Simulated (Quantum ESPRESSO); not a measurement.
# MnCO3 (Rhodochrosite): parallel and opposed starts

Aim: find out which collinear order of MnCO3 (Rhodochrosite) costs least.

Main program and level: Quantum ESPRESSO 7.5; PBEsol with U = 4 eV on Mn d (ortho-atomic projectors); plane waves with GBRV 1.5 PBEsol potentials, no spin-orbit coupling.

## 1. The starting structure

The structure is trigonal, space group R-3c (No. 167). Conventional cell: a = 4.773 Å, b = 4.773 Å, c = 15.642 Å, α = 90.00°, β = 90.00°, γ = 120.00°. Nearest to Mn lie 6 O at 2.19 Å. Nearest to C lie 3 O at 1.29 Å. O has 1 C at 1.29 Å and 2 Mn at 2.19 Å nearest. Farther neighbours and most contacts between anions are not listed.

Coordinates:

```cif
data_structure
_symmetry_space_group_name_H-M 'R-3c:H'
_symmetry_Int_Tables_number 167
_cell_length_a 4.7730
_cell_length_b 4.7730
_cell_length_c 15.6420
_cell_angle_alpha 90.000
_cell_angle_beta 90.000
_cell_angle_gamma 120.000
_cell_volume 308.61
loop_
_atom_site_label
_atom_site_type_symbol
_atom_site_symmetry_multiplicity
_atom_site_Wyckoff_symbol
_atom_site_fract_x
_atom_site_fract_y
_atom_site_fract_z
_atom_site_occupancy
Mn1 Mn 6 b 0.00000 0.00000 0.00000 1
C1 C 6 a 0.00000 0.00000 0.25000 1
O1 O 18 e 0.26950 0.00000 0.25000 1
```

The cell comes from the Crystallography Open Database.

## 2. Run 1 (ferro ++)

The signs are those of the starting moments on the seeded atoms, the atoms that are given a moment.

Input file pw.in:

```
&CONTROL
  calculation = 'scf'
  prefix = 'pwscf'
  outdir = './tmp'
  pseudo_dir = './pseudo'
  disk_io = 'nowf'
/
&SYSTEM
  ibrav = 0
  nat = 10
  ntyp = 3
  ecutwfc = 40
  ecutrho = 280
  nbnd = 55
  occupations = 'smearing'
  smearing = 'fd'
  degauss = 0.00367493
  nspin = 2
  starting_magnetization(1) = 0.3
  starting_magnetization(2) = 0
  starting_magnetization(3) = 0
/
&ELECTRONS
  conv_thr = 2d-08
  electron_maxstep = 150
  mixing_beta = 0.3
/
ATOMIC_SPECIES
Mn     54.9380 mn_pbesol_v1.5.uspp.F.UPF
C      12.0110 c_pbesol_v1.2.uspp.F.UPF
O      15.9990 o_pbesol_v1.2.uspp.F.UPF
CELL_PARAMETERS angstrom
   2.3865000000    1.3778464174    5.2140000000
  -2.3865000000    1.3778464174    5.2140000000
   0.0000000000   -2.7556928348    5.2140000000
ATOMIC_POSITIONS crystal
Mn      0.0000000000    0.0000000000    0.0000000000
Mn      0.5000000000    0.5000000000    0.5000000000
C       0.2500000000    0.2500000000    0.2500000000
C       0.7500000000    0.7500000000    0.7500000000
O       0.5195000000    0.9805000000    0.2500000000
O       0.2500000000    0.5195000000    0.9805000000
O       0.9805000000    0.2500000000    0.5195000000
O       0.4805000000    0.0195000000    0.7500000000
O       0.7500000000    0.4805000000    0.0195000000
O       0.0195000000    0.7500000000    0.4805000000
K_POINTS automatic
6 6 6 0 0 0
HUBBARD {ortho-atomic}
U Mn-3d 4.0000
```

On the command line:

```
> OMP_NUM_THREADS=1 mpirun -n 4 pw.x -nk 4 -in pw.in > pw.out
```

What it wrote:

```text
Program PWSCF v.7.5 starts

     Message from routine setup:
     using ibrav=0 with symmetry is DISCOURAGED, use correct ibrav instead

     K-points division:     npool     =       4
     Subspace diagonalization in iterative solution of the eigenvalue problem:

     G-vector sticks info
     --------------------
     sticks:   dense  smooth     PW     G-vecs:    dense   smooth      PW
     Sum        2051    1175    361                54851    23739    4023

     Using Slab Decomposition

     bravais-lattice index     =            0
     lattice parameter (alat)  =      11.1445  a.u.
     unit-cell volume          =     694.1944 (a.u.)^3
     number of atoms/cell      =           10
     number of atomic types    =            3
     number of electrons       =        74.00
     number of Kohn-Sham states=           55
     kinetic-energy cutoff     =      40.0000  Ry
     charge density cutoff     =     280.0000  Ry
     scf convergence threshold =      2.0E-08
     mixing beta               =       0.3000
     number of iterations used =            8  plain     mixing
     Exchange-correlation= SLA  PW   PSX  PSC
                           (   1   4  10   8   0   0   0)
     Hubbard projectors: ortho-atomic
     Hubbard parameters of DFT+U (Dudarev formulation) in eV:
     U(Mn-3d) =  4.0000

     Internal variables: lda_plus_u =T, lda_plus_u_kind = 0

     Internal variables: orbital_resolved =F, hub_pot_fix =F, apply_U = F

     celldm(1)=  11.144521  celldm(2)=   0.000000  celldm(3)=   0.000000
     celldm(4)=   0.000000  celldm(5)=   0.000000  celldm(6)=   0.000000

     crystal axes: (cart. coord. in units of alat)
               a(1) = (   0.404668   0.233635   0.884114 )
               a(2) = (  -0.404668   0.233635   0.884114 )
               a(3) = (   0.000000  -0.467270   0.884114 )

     reciprocal axes: (cart. coord. in units 2 pi/alat)
               b(1) = (  1.235581  0.713363  0.377025 )
               b(2) = ( -1.235581  0.713363  0.377025 )
               b(3) = (  0.000000 -1.426726  0.377025 )

     PseudoPot. # 1 for Mn read from file:
     mn_pbesol_v1.5.uspp.F.UPF
     Pseudo is Ultrasoft + core correction, Zval = 15.0
     Generated by new atomic code, or converted to UPF format
     Using radial grid of  859 points,  6 beta functions with:
                l(1) =   0
                l(2) =   0
                l(3) =   1
                l(4) =   1
                l(5) =   2
                l(6) =   2
     Q(r) pseudized with  8 coefficients,  rinner =    0.950   0.950   0.950
                                                       0.950   0.950

     PseudoPot. # 2 for C  read from file:
     c_pbesol_v1.2.uspp.F.UPF
     Pseudo is Ultrasoft + core correction, Zval =  4.0
     Generated by new atomic code, or converted to UPF format
     Using radial grid of  721 points,  4 beta functions with:
                l(1) =   0
                l(2) =   0
                l(3) =   1
                l(4) =   1
     Q(r) pseudized with  8 coefficients,  rinner =    1.100   1.100   1.100

     PseudoPot. # 3 for O  read from file:
     o_pbesol_v1.2.uspp.F.UPF
     Pseudo is Ultrasoft + core correction, Zval =  6.0
     Generated by new atomic code, or converted to UPF format
     Using radial grid of  737 points,  5 beta functions with:
                l(1) =   0
                l(2) =   0
                l(3) =   1
                l(4) =   1
                l(5) =   2
     Q(r) pseudized with  8 coefficients,  rinner =    0.900   0.900   0.900
                                                       0.900   0.900

     atomic species   valence    mass     pseudopotential
     Mn               15.00    54.93800     Mn( 1.00)
     C                 4.00    12.01100     C ( 1.00)
     O                 6.00    15.99900     O ( 1.00)

     Starting magnetic structure
     atomic species   magnetization
     Mn              0.300
     C               0.000
     O               0.000

     12 Sym. Ops., with inversion, found ( 6 have fractional translation)

   Cartesian axes

     site n.     atom                  positions (alat units)
         1        Mn     tau(   1) = (   0.0000000   0.0000000   0.0000000  )
         2        Mn     tau(   2) = (   0.0000000   0.0000000   1.3261717  )
         3        C      tau(   3) = (   0.0000000   0.0000000   0.6630858  )
         4        C      tau(   4) = (  -0.0000000   0.0000000   1.9892575  )
         5        O      tau(   5) = (  -0.1865520   0.2336352   1.5472003  )
         6        O      tau(   6) = (  -0.1090580  -0.2783763   1.5472003  )
         7        O      tau(   7) = (   0.2956100   0.0447411   1.5472003  )
         8        O      tau(   8) = (   0.1865520  -0.2336352   1.1051431  )
         9        O      tau(   9) = (   0.1090580   0.2783763   1.1051431  )
        10        O      tau(  10) = (  -0.2956100  -0.0447411   1.1051431  )

     number of k points=    32  Fermi-Dirac smearing, width (Ry)=  0.0037
                       cart. coord. in units 2pi/alat
        k(    1) = (   0.0000000   0.0000000   0.0000000), wk =   0.0046296
        k(    2) = (   0.0000000  -0.2377876   0.0628375), wk =   0.0277778
        k(    3) = (   0.0000000  -0.4755752   0.1256750), wk =   0.0277778
        k(    4) = (   0.0000000   0.7133628  -0.1885125), wk =   0.0138889
        k(    5) = (  -0.2059301  -0.1188938   0.1256750), wk =   0.0277778
        [... 27 further k-points ...]

     Dense  grid:    54851 G-vectors     FFT dimensions: (  60,  60,  60)

     Smooth grid:    23739 G-vectors     FFT dimensions: (  48,  48,  48)

     Check: negative core charge=   -0.000031
     Generating pointlists ...
     new r_m :   0.1534 (alat units)  1.7092 (a.u.) for type    1
     new r_m :   0.0900 (alat units)  1.0027 (a.u.) for type    2
     new r_m :   0.0900 (alat units)  1.0027 (a.u.) for type    3

     Initial potential from superposition of free atoms

     starting charge      72.9998, renormalised to      74.0000

     STARTING HUBBARD OCCUPATIONS:

     =================== HUBBARD OCCUPATIONS ===================
     ------------------------ ATOM    1 ------------------------
     Tr[ns(  1)] (up, down, total) =   5.00000  0.00000  5.00000
     Atomic magnetic moment for atom   1 =   5.00000
     [... lines left out ...]
     ------------------------ ATOM    2 ------------------------
     Tr[ns(  2)] (up, down, total) =   5.00000  0.00000  5.00000
     Atomic magnetic moment for atom   2 =   5.00000
     [... lines left out ...]
     Number of occupied Hubbard levels =   10.0000

     Atomic wfc used for Hubbard projectors are orthogonalized

     Starting wfcs are   58 randomized atomic wfcs

     Self-consistent Calculation

     iteration #  1     ecut=    40.00 Ry     beta= 0.30
     Davidson diagonalization with overlap
     ethr =  1.00E-02,  avg # of iterations =  5.2

     =================== HUBBARD OCCUPATIONS ===================
     ------------------------ ATOM    1 ------------------------
     Tr[ns(  1)] (up, down, total) =   4.95815  0.12855  5.08670
     Atomic magnetic moment for atom   1 =   4.82960
     [... lines left out ...]
     ------------------------ ATOM    2 ------------------------
     Tr[ns(  2)] (up, down, total) =   4.95815  0.12855  5.08670
     Atomic magnetic moment for atom   2 =   4.82960
     [... lines left out ...]
     Number of occupied Hubbard levels =   10.1734

     total energy              =    -638.40001435 Ry
     estimated scf accuracy    <       1.20353447 Ry

     total magnetization       =    10.00 Bohr mag/cell
     absolute magnetization    =    10.00 Bohr mag/cell

     iteration #  2     ecut=    40.00 Ry     beta= 0.30
     Davidson diagonalization with overlap
     ethr =  1.63E-03,  avg # of iterations =  2.2

     total energy              =    -638.55801340 Ry
     estimated scf accuracy    <       0.10391534 Ry

     total magnetization       =    10.00 Bohr mag/cell
     absolute magnetization    =    10.00 Bohr mag/cell

     iteration #  3     ecut=    40.00 Ry     beta= 0.30
     Davidson diagonalization with overlap
     ethr =  1.40E-04,  avg # of iterations =  7.1

     negative rho (up, down):  0.000E+00 6.303E-04

     total energy              =    -638.57269927 Ry
     estimated scf accuracy    <       0.03379180 Ry

     total magnetization       =    10.00 Bohr mag/cell
     absolute magnetization    =    10.00 Bohr mag/cell

     [... further iterations left out ...]

     iteration #  7     ecut=    40.00 Ry     beta= 0.30
     Davidson diagonalization with overlap
     ethr =  5.21E-08,  avg # of iterations =  2.0

     negative rho (up, down):  0.000E+00 8.115E-04

     total energy              =    -638.57508695 Ry
     estimated scf accuracy    <       0.00000716 Ry

     total magnetization       =    10.00 Bohr mag/cell
     absolute magnetization    =    10.00 Bohr mag/cell

     iteration #  8     ecut=    40.00 Ry     beta= 0.30
     Davidson diagonalization with overlap
     ethr =  9.68E-09,  avg # of iterations =  2.0

     negative rho (up, down):  0.000E+00 8.110E-04

     total energy              =    -638.57508859 Ry
     estimated scf accuracy    <       0.00000091 Ry

     total magnetization       =    10.00 Bohr mag/cell
     absolute magnetization    =    10.00 Bohr mag/cell

     iteration #  9     ecut=    40.00 Ry     beta= 0.30
     Davidson diagonalization with overlap
     ethr =  1.23E-09,  avg # of iterations =  2.0

     negative rho (up, down):  0.000E+00 8.113E-04

     total energy              =    -638.57508917 Ry
     estimated scf accuracy    <       0.00000035 Ry

     total magnetization       =    10.00 Bohr mag/cell
     absolute magnetization    =    10.00 Bohr mag/cell

     iteration # 10     ecut=    40.00 Ry     beta= 0.30
     Davidson diagonalization with overlap
     ethr =  4.70E-10,  avg # of iterations =  2.0

     negative rho (up, down):  0.000E+00 8.108E-04

     Magnetic moment per site  (integrated on atomic sphere of radius R)
     atom   1 (R=0.153)  charge= 12.4840  magn=  4.2833
     atom   2 (R=0.153)  charge= 12.4840  magn=  4.2833
     atom   3 (R=0.090)  charge=  1.3004  magn=  0.0148
     atom   4 (R=0.090)  charge=  1.3004  magn=  0.0148
     atom   5 (R=0.090)  charge=  3.3027  magn=  0.0265
     atom   6 (R=0.090)  charge=  3.3027  magn=  0.0265
     atom   7 (R=0.090)  charge=  3.3027  magn=  0.0265
     atom   8 (R=0.090)  charge=  3.3027  magn=  0.0265
     atom   9 (R=0.090)  charge=  3.3027  magn=  0.0265
     atom  10 (R=0.090)  charge=  3.3027  magn=  0.0265

     End of self-consistent calculation

     =================== HUBBARD OCCUPATIONS ===================
     ------------------------ ATOM    1 ------------------------
     Tr[ns(  1)] (up, down, total) =   4.97757  0.20789  5.18546
     Atomic magnetic moment for atom   1 =   4.76968
     [... lines left out ...]
     ------------------------ ATOM    2 ------------------------
     Tr[ns(  2)] (up, down, total) =   4.97757  0.20789  5.18546
     Atomic magnetic moment for atom   2 =   4.76968
     [... lines left out ...]
     Number of occupied Hubbard levels =   10.3709

     [... lines left out ...]
     the Fermi energy is     9.0345 ev

!    total energy              =    -638.57508950 Ry
     estimated scf accuracy    <       0.00000001 Ry
     smearing contrib. (-TS)   =      -0.00000000 Ry
     internal energy E=F+TS    =    -638.57508950 Ry

     The total energy is F=E-TS. E is the sum of the following terms:
     one-electron contribution =    -328.44559381 Ry
     hartree contribution      =     199.18790668 Ry
     xc contribution           =    -103.67673540 Ry
     ewald contribution        =    -405.70434535 Ry
     Hubbard energy            =       0.06367838 Ry

     total magnetization       =    10.00 Bohr mag/cell
     absolute magnetization    =    10.00 Bohr mag/cell

     convergence has been achieved in  10 iterations

=------------------------------------------------------------------------------=
   JOB DONE.
=------------------------------------------------------------------------------=
```

Elapsed: 68 s, on 4 MPI ranks of Arm Neoverse V2, shared host; peak memory 0.68 GiB; 4.5 min of CPU time.

Spin moment in the atom's sphere by atom:

```csv
atom,spin moment in the atom's sphere (μB)
Mn1,4.28
Mn2,4.28
C3,0.01
C4,0.01
O5,0.03
O6,0.03
O7,0.03
O8,0.03
O9,0.03
O10,0.03
```

Read from the output:

| Property | Result |
| --- | --- |
| smearing term TS | 2.16e-15 eV |
| magnetization | 10 μB |
| absolute magnetization | 10.00 μB |
| final state | ferromagnetic |

Spin density in the ac plane of the conventional cell at fractional y = 0.000, with atoms of Mn and C and O within 0.2 Å of it.

Ten even steps from '_' (0.0 e/Å³) to '@' (5.1 e/Å³), each cell a mean:
```
**--____________________..++
____________________________
____________________________
____________________________
____________________________
____________________________
____________________________
____________________________
____________________________
____________________________
____________________________
@@==____________________::%%
**--____________________..++
____________________________
____________________________
____________________________
____________________________
____________________________
____________________________
____________________________
____________________________
____________________________
____________________________
@@==____________________::%%
```
Columns run along a (4.8 Å), rows up along c (15.6 Å), edges of the conventional cell, whose origin can differ from the input's. Atoms in or near the plane, at fractional coordinates: Mn at (0.00, 0.00), Mn at (0.00, 0.50), C at (0.00, 0.25), C at (0.00, 0.75), O at (0.27, 0.25), O at (0.73, 0.75).

Valence density in the ac plane of the conventional cell at fractional y = 0.000, with atoms of Mn and C and O within 0.2 Å of it. It is the smooth field of the valence electrons, not physical close to the nuclei.

Ten steps, logarithmic in the rise over the least value, from '0' (0 e/Å³) to '9' (13 e/Å³), each cell a mean:
```
98423321000269
22247763100112
00146753100000
00012221000000
22100001233322
55320002478765
44310001467655
11000000122211
00013331000000
00247763100000
43246753100124
98422211001279
98410012332369
22100125776322
00000124665210
00000011221000
22333210000112
55688631001245
45677520001244
11222110000011
00000012332100
00000125775310
43100024665324
98410001222379
```
Columns run along a (4.8 Å), rows up along c (15.6 Å), edges of the conventional cell, whose origin can differ from the input's. Atoms in or near the plane, at fractional coordinates: Mn at (0.00, 0.00), Mn at (0.00, 0.50), C at (0.00, 0.25), C at (0.00, 0.75), O at (0.27, 0.25), O at (0.73, 0.75).

(Part 1 of 3 ends here.)

[Logs and program files are shortened in this print: banners, set-up blocks, solver, clock and traceback lines can be left out without a mark of their own.]

[Logs are printed without paths, hosts, clocks, repeated set-up lines and the standing remarks that a program may print on its own settings, such as how far it seeks lower states.]

[Hosts, paths, dates, database ids (printed as entryN), source tags and the programs' standing remarks are cut or masked in the printed files.]

[Where a cell is said to come from a database of computed structures, the database is the Materials Project.]
